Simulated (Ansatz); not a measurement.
**ZrC (model cell, started as zinc blende): phonons and vibrational spectra**

Aim: the phonons of ZrC (model cell, started as zinc blende) at a cell relaxed beforehand at this level. After the zone centre comes a 4×4×4 q mesh on a 12×12×12 k mesh.

Main program and level: Ansatz 0.2.0; DFT PBE, scalar-relativistic, plane waves, PAW.

The structure was built from a prototype and need not be the compound's stable phase.

## (1) The structure

Symmetry: F-43m, No. 216, cubic system. Conventional cell: a = 5.090 Å, b = 5.090 Å, c = 5.090 Å, α = 90.00°, β = 90.00°, γ = 90.00°. Nearest to Zr lie 4 C at 2.20 Å. C has 4 Zr at 2.20 Å nearest. Farther neighbours are not listed.

## (2) Modes at Γ

The cell comes from relaxations at this level that are not shown. The zone centre comes first: it holds the modes that light can see, as far as symmetry allows. The response to a homogeneous field gives the Born charges and the dielectric tensor, and its change with displacement the Raman tensors.

The input, input.yaml:

```yaml
crystal:
  lattice:
    - [0.0, 2.5452401236, 2.5452401236]
    - [2.5452401236, 0.0, 2.5452401236]
    - [2.5452401236, 2.5452401236, 0.0]
  atoms:
    - { symbol: Zr, position: [0.0, 0.0, 0.0] }
    - { symbol: C, position: [0.25, 0.25, 0.25] }
kpoints:
  mp_grid: { grid: [12, 12, 12] }
hamiltonian:
  xc: pbe
scf:
  occupations: { method: fixed }
output:
  eigenvalues: true
phonons:
  method: dfpt
  dielectric: true
  rigid_motions: translations
  raman: true
```

Launch:

```bash
$ ansatz run input.yaml --threads 4 --pin off --max-ram 7168MiB --backend cpu --events-out ev --progress --plain --runs-dir out
```

Numbers of over 12 decimals in the logs are rounded to 6 here.

The log of the run:

```text
Engine: ansatz 0.2.0, aarch64-unknown-linux-gnu
Pseudopotentials: kind: paw
Pseudopotential: Zr, paw, valence charge 12, recommended cutoff 420 eV (normal), Zr.paw.azcp
Pseudopotential: C, paw, valence charge 4, recommended cutoff 420 eV (normal), C.paw.azcp
Functional definition: PBE
  parameter kappa = 0.804
  parameter beta = 0.066725
  exchange = pbe_x(kappa = kappa, mu = beta*pi^2/3)
  correlation = pbe_c(beta = beta)
Crystal: 2 atoms, lattice volume = 32.977 Å³
Basis set: ecut = 420 eV, 645 PW (Γ), exchange–correlation on 50×50×50 points (8 copies of the dense FFT grid, shifted against one another)
Bands: 12, of which v1, the nominal top of the filled ones, is band 8 counted from 1 (7 counted from 0)
Symmetry: 24 space group operations
k-points: 280 of 1728 (irreducible under 4 space group operations, time reversal used)
Non-local potential: Zr, projectors of the file, l = 0: 3, l = 1: 2, l = 2: 2, l = 3: 2
Non-local potential: C, projectors of the file, l = 0: 2, l = 1: 2, l = 2: 1
PAW form: soft (Blöchl's): semilocal exchange-correlation on the pseudo side does not see the compensation charge
PAW one-centre angular grid: Zr, 590 points (default); XC on 64 Gauss nodes
PAW one-centre angular grid: C, 110 points (default); XC on 64 Gauss nodes
Initial density: superposition of atomic densities (neutral atoms: chi_scale 0, normalization atom), corrected by the library's trained network
Initial wavefunctions: pseudopotential atomic-orbital guess
Functional: x = pbe(κ = 0.804, μ = 0.219515), c = pbe(β = 0.066725)
SCF iter   1: F=—  HF=-4435.271583 eV  |F-HF|=—  |Δ(HF+E_count)|=         —  Δρ=1.01e-2  dr2=5.42e-2  ethr=1.77e-3  ⟨swp⟩=4.0  Hψ=16069  notcnv=0  defer=367
preconditioner: auto → none  [insulator: Δε(μ)=0.601 eV  Ē_g=7.670 eV  n_scr=8 (ndim 8)  ℏωp=18.3 eV  f_vac=0.000  ε∞_Penn≈6.7]
SCF iter   2: F=—  HF=-4435.269073 eV  |F-HF|=—  |Δ(HF+E_count)|=   2.51e-3  Δρ=9.69e-3  dr2=4.24e-2  ethr=3.39e-4  ⟨swp⟩=2.1  Hψ=7050  notcnv=0  defer=550
SCF iter   3: F=—  HF=-4435.259856 eV  |F-HF|=—  |Δ(HF+E_count)|=   9.22e-3  Δρ=1.52e-3  dr2=3.60e-4  ethr=2.65e-4  ⟨swp⟩=2.0  Hψ=4968  notcnv=0  defer=546
SCF iter   4: F=—  HF=-4435.260035 eV  |F-HF|=—  |Δ(HF+E_count)|=   1.79e-4  Δρ=3.56e-4  dr2=2.54e-5  ethr=2.25e-6  ⟨swp⟩=2.4  Hψ=6029  notcnv=0  defer=558
SCF iter   5: F=—  HF=-4435.260028 eV  |F-HF|=—  |Δ(HF+E_count)|=   7.92e-6  Δρ=1.79e-4  dr2=5.75e-6  ethr=1.59e-7  ⟨swp⟩=2.0  Hψ=5532  notcnv=0
SCF iter   6: F=—  HF=-4435.260026 eV  |F-HF|=—  |Δ(HF+E_count)|=   1.18e-6  Δρ=1.79e-5  dr2=5.88e-8  ethr=3.59e-8  ⟨swp⟩=3.0  Hψ=6029  notcnv=0
SCF iter   7: F=—  HF=-4435.260026 eV  |F-HF|=—  |Δ(HF+E_count)|=   3.25e-7  Δρ=1.79e-6  dr2=4.47e-10  ethr=3.67e-10  ⟨swp⟩=2.0  Hψ=5549  notcnv=0
SCF iter   8: F=-4435.260026 eV  HF=-4435.260026 eV  |F-HF|=9.09e-13  |Δ(HF+E_count)|=  6.68e-10  Δρ=1.08e-7  dr2=3.05e-12  ethr=1.00e-12  ⟨swp⟩=6.6  Hψ=14810  notcnv=0
the search or the solves at the SCF's close seem to have found levels that the self-consistency loop had missed (the run counts 4). By its estimate they hold under 1e-12 electrons; where the run keeps them, the occupations were computed again with them
SCF 1 converged in 8 iterations: F = -4435.260026 eV  dr2 = 3.05e-12
  greatest PAW one-centre occupation: 0.996 electrons in one spin orbital (limit 2), on the Zr atom at site 0 (counted from 0), in its partial waves of l = 0
NSCF: frozen V_eff on 280 k-points
NSCF: frozen V_eff on 58 k-points
DFPT response loops at Γ: preconditioner auto → none (the input reference at scf.mixing.eps_inf says where Resta's filter doesn't serve); β = 0.50; Broyden in place of MSR1
── the response to a field inside a basis, on 16×16×16 k-points: an SCF that follows is theirs, and a resumed run solves both again ──
Bands: 9, of which v1, the nominal top of the filled ones, is band 8 counted from 1 (7 counted from 0)
k-points: 408
Initial density: handed on by an earlier stage of this run
Initial wavefunctions: pseudopotential atomic-orbital guess (no wavefunctions were taken with the density)
Eigensolver: Dense (408 Hₖ)
SCF iter   1: F=—  HF=-4435.260007 eV  |F-HF|=—  |Δ(HF+E_count)|=         —  Δρ=1.90e-4  dr2=2.07e-6  ethr=1.00e-1
preconditioner: auto → none  [insulator: Δε(μ)=0.510 eV  Ē_g=5.241 eV  n_scr=8 (ndim 8)  ℏωp=18.3 eV  f_vac=0.000  ε∞_Penn≈13.2]
SCF iter   2: F=—  HF=-4435.260010 eV  |F-HF|=—  |Δ(HF+E_count)|=   2.17e-6  Δρ=9.40e-5  dr2=5.63e-7  ethr=1.29e-8
SCF iter   3: F=—  HF=-4435.260011 eV  |F-HF|=—  |Δ(HF+E_count)|=   1.00e-6  Δρ=4.59e-5  dr2=9.28e-7  ethr=3.52e-9
SCF iter   4: F=—  HF=-4435.260010 eV  |F-HF|=—  |Δ(HF+E_count)|=   1.75e-7  Δρ=6.07e-6  dr2=3.74e-9  ethr=3.52e-9
SCF iter   5: F=—  HF=-4435.260010 eV  |F-HF|=—  |Δ(HF+E_count)|=   3.21e-9  Δρ=1.02e-6  dr2=1.18e-10  ethr=2.34e-11
SCF iter   6: F=-4435.260010 eV  HF=-4435.260010 eV  |F-HF|=9.09e-13  |Δ(HF+E_count)|=  8.37e-11  Δρ=6.65e-8  dr2=8.99e-13  ethr=1.00e-12
SCF 1 converged in 6 iterations: F = -4435.260010 eV  dr2 = 8.99e-13
DFPT response loops at Γ: mixed as the last ones told, above
DFPT response loops at Γ: mixed as the last ones told, above
WARN: field response: ε∞ stands inside a basis, on 16×16×16 points; the force constants stand on the 12×12×12 k-mesh, whose period is 11.16 times the interband length at k = (0.1667, 0.4167, -0.3333), direct gap 0.677 eV, under 14: take them and everything formed from them as unconverged, and compare with a denser kpoints.mp_grid
SCF converged after 8 iterations
Free energy (F): -4435.260026 eV
Harris-Foulkes:  -4435.260026 eV  (|F-HF|=9.09e-13)
Internal energy: -4435.260026 eV  (E = F + TS)
E sigma→0 (E₀):  -4435.260026 eV
Fermi energy:    10.706591 eV
--- Per-component energies (eV) ---
  E_band       = -108.883937
  E_kinetic    = 421.065742
  E_local      = -807.608739  (includes V_loc(G=0)·N_el)
  E_nonlocal   = 105.830735
  E_hartree    = 254.222934
  E_xc         = -210.028026
  E_vxc        = -250.801378  (∫ρ·V_xc dr)
  E_paw        = -3052.305571  (= ΣΔE_a)
  E_vpaw       = -85.816186  (= ΣTr[D̂ρ^β])
  E_aug_tail   = 0.000029  (compensation charges beyond the density's cutoff)
  E_ewald      = -1146.437131
  E_smearing   = -0.000000  (= −TS)
  E_closure    = 0.000000  (closes the sum)
  Σ components = -4435.260026   (vs F -4435.260026, Δ=0.00e0)
--- Band table (eV; the first three rows and the last of 280) ---
  k-point 0: bands = [... 4 lower, 0.8569, 8.4214, 8.4214, 8.4214, 13.7618, 13.7618, 14.0473, 19.0841]
  k-point 1: bands = [... 4 lower, 0.9508, 8.3030, 8.4782, 8.4782, 13.6822, 13.6822, 14.3580, 18.9000]
  k-point 2: bands = [... 4 lower, 1.2030, 8.0712, 8.6249, 8.6249, 13.5405, 13.5405, 15.0785, 18.5349]
  k-point 279: bands = [... 4 lower, 2.5444, 8.0880, 9.3527, 10.6468, 11.2154, 13.7249, 15.2673, 16.4733]
--- Phonons (Γ-DFPT): 2 representative perturbations + reference, on 280 of 1728 k-points (Σ response iterations 6) ---
  k mesh reduced under 4 symmetry operations, with k and −k counted as one. Each operation leaves every solved perturbation unchanged. A smaller set is not considered because the run solves the response to a homogeneous field
  ASR residual: 6.112e-5 → 0.000e0 eV/Å²; symmetrization residual: 2.181e-7 eV/Å²
  ASR residual per site (eV/Å²): 5.40e-5 6.11e-5
  Γ frequencies (cm⁻¹): 0.00 0.00 0.00 512.36 512.36 512.36
  ε∞ (high-frequency dielectric tensor):
       28.845454     0.000000     0.000000
        0.000000    28.845454    -0.000000
        0.000000    -0.000000    28.845454
  ε⁰ (static dielectric tensor: ions relaxed, cell fixed):
       39.332457     0.000000     0.000000
        0.000000    39.332457    -0.000000
        0.000000    -0.000000    39.332457
  ε⁰ − ε∞ (ionic part):
       10.487003     0.000000     0.000000
        0.000000    10.487003    -0.000000
        0.000000    -0.000000    10.487003
  softest optical mode at Γ: 512.36 cm⁻¹; the repairs (sum rule, projections) moved no ω² at Γ by more than (1.19 cm⁻¹)²
  Born effective charges Z* (e; rows j = field, columns β = displacement):
    site 0:
         4.42516    0.00000    0.00000
         0.00000    4.42516    0.00000
        -0.00000    0.00000    4.42516
    site 1:
        -4.42516   -0.00000   -0.00000
        -0.00000   -4.42516   -0.00000
         0.00000   -0.00000   -4.42516
  Z* charge neutrality: 1.828e-4 e pre-enforcement
  solved inside a basis spanned on kpoints, on 16×16×16 k-points transformed towards the longest dipole: ε∞ is read to err by 1.0e-1, Z* by 2.4e-2 e (field_mesh: kpoints solves on kpoints); Z* is corrected for what the basis lacks
  Raman tensors (in the event stream and the table raman_tensors.tsv): an entry may err by 9.3e-1 Å², one of the second-order susceptibility by 4.5e2 pm/V (basis, points and sum rule); their sum over the sites missed zero by 3.796e-4 Å² ahead of its enforcement
  optical modes at Γ without the LO–TO term, one row a degenerate level:
      ω (cm⁻¹)  modes    IR ((D/Å)²/amu)  static Raman (Å⁴/amu)  depolarisation
        512.36      3           127.6972              1977.3277           0.750
  optical modes at Γ + LO–TO along q̂ = [1.0000, 0.0000, 0.0000]:
      ω (cm⁻¹)  modes    IR ((D/Å)²/amu)  static Raman (Å⁴/amu)  depolarisation
        512.36      2            85.1315              1318.2185           0.750
        598.29      1            42.5657            335089.0962           0.750
  optical modes at Γ + LO–TO along q̂ = [0.0000, 1.0000, 0.0000]:
      ω (cm⁻¹)  modes    IR ((D/Å)²/amu)  static Raman (Å⁴/amu)  depolarisation
        512.36      2            85.1315              1318.2185           0.750
        598.29      1            42.5657            335089.0962           0.750
  optical modes at Γ + LO–TO along q̂ = [0.0000, 0.0000, 1.0000]:
      ω (cm⁻¹)  modes    IR ((D/Å)²/amu)  static Raman (Å⁴/amu)  depolarisation
        512.36      2            85.1315              1318.2185           0.750
        598.29      1            42.5657            335089.0962           0.750
```

Wall time 2.5 min (4 threads of Arm Neoverse V1, shared host); peak memory 1.6 GiB.

This step gave:

```
gap on the k-mesh                                       : 0.4900 eV
volume per atom                                         : 16.49 Å³
sum-rule residual before enforcement                    : 6.11e-5 eV/Å²
miss of the charge sum rule                             : 1.83e-4 e
estimated error of the dielectric tensor                : 0.1038
estimated error of the Born charges                     : 0.02408 e
point group                                             : -43m
highest optical mode at the zone centre (no LO-TO term) : 512.4 cm⁻¹
lowest optical zone-centre mode                         : 512.4 cm⁻¹
mean high-frequency dielectric constant                 : 28.85
largest Born charge (third of the trace)                : 4.425 e
mean static dielectric constant                         : 39.33
top of the zone-centre spectrum with the field          : 598.3 cm⁻¹
```

Without the LO-TO term. Patterns of degenerate modes are one choice out of their space. Modes at Γ, with each element's share of the kinetic energy:

| mode | frequency (cm⁻¹) | symmetry | Zr % | C % |
| --- | --- | --- | --- | --- |
| 1 | 0.0 | acoustic | 88 | 12 |
| 2 | 0.0 | acoustic | 88 | 12 |
| 3 | 0.0 | acoustic | 88 | 12 |
| 4 | 512.4 | T2 | 12 | 88 |
| 5 | 512.4 | T2 | 12 | 88 |
| 6 | 512.4 | T2 | 12 | 88 |

Displacements in mode 6 (512.4 cm⁻¹), the largest set to 1:
```
Zr1  0.00 -0.13 -0.02
C2   0.00  1.00  0.18
```

Optical modes at the zone centre, without and with the macroscopic field of the longitudinal modes; each column is sorted by frequency, so a row need not hold one and the same mode. Modes with and without the field, by row:

| rank among optical modes | no field (cm⁻¹) | q along (1, 0, 0) (cm⁻¹) |
| --- | --- | --- |
| 1 | 512.4 | 512.4 |
| 2 | 512.4 | 512.4 |
| 3 | 512.4 | 598.3 |

Born charge (rows field, columns displacement) (e), principal values of the symmetric part by kind of site:

| atom | atoms with these values | low | middle | high | mean |
| --- | --- | --- | --- | --- | --- |
| Zr1 | 1 | 4.43 | 4.43 | 4.43 | 4.43 |
| C2 | 1 | -4.43 | -4.43 | -4.43 | -4.43 |

In full for C2:

```
-4.43  0.00  0.00
 0.00 -4.43  0.00
 0.00  0.00 -4.43
```

High-frequency dielectric tensor:

```
28.85  0.00  0.00
 0.00 28.85  0.00
 0.00  0.00 28.85
```

Static dielectric tensor (ions relaxed, fixed cell):

```
39.33  0.00  0.00
 0.00 39.33  0.00
 0.00  0.00 39.33
```

Transverse modes. Lines of the infrared spectrum (strongest = 100):

| position (cm⁻¹) | label | relative intensity |
| --- | --- | --- |
| 512 | T2 | 100 |

Activity x (w_L - w)^4 (n + 1)/w, 532 nm, 300 K; the tensors are static ones, while 532 nm light lies above the computed direct gap, where resonance would change the heights; modes without the macroscopic field alone. Raman lines, with heights relative to the strongest:

| position (cm⁻¹) | label | relative intensity |
| --- | --- | --- |
| 512 | T2 | 100 |

Static second-order susceptibility (pm/V), twice the coefficient d of second-harmonic generation. Second order susceptibility, by row:

| field along | xx | yy | zz | yz | xz | xy |
| --- | --- | --- | --- | --- | --- | --- |
| x | 0 | 0 | 0 | 8902 | 0 | 0 |
| y | 0 | 0 | 0 | 0 | 8902 | 0 |
| z | 0 | 0 | 0 | 0 | 0 | 8902 |

Before it was imposed, the acoustic sum rule was missed by 6.1e-5 eV/Å² and the charge sum rule by 1.8e-4 e. Small misses are needed for a sound result but don't prove that mesh and cutoff are converged. The lowest optical mode is real, 512 cm⁻¹.

The log warns of the k mesh: “the force constants stand on the 12×12×12 k-mesh, whose period is 11.16 times the interband length at k = (0.1667, 0.4167, -0.3333), direct gap 0.677 eV, under 14: take them and everything formed from them as unconverged”.

(Continued in part 2 of 2.)

[Logs are printed without paths, hosts, clocks, repeated set-up lines and the standing remarks that a program may print on its own settings, such as how far it seeks lower states.]

[Hosts, paths, dates, database ids (printed as entryN), source tags and the programs' standing remarks are cut or masked in the printed files.]
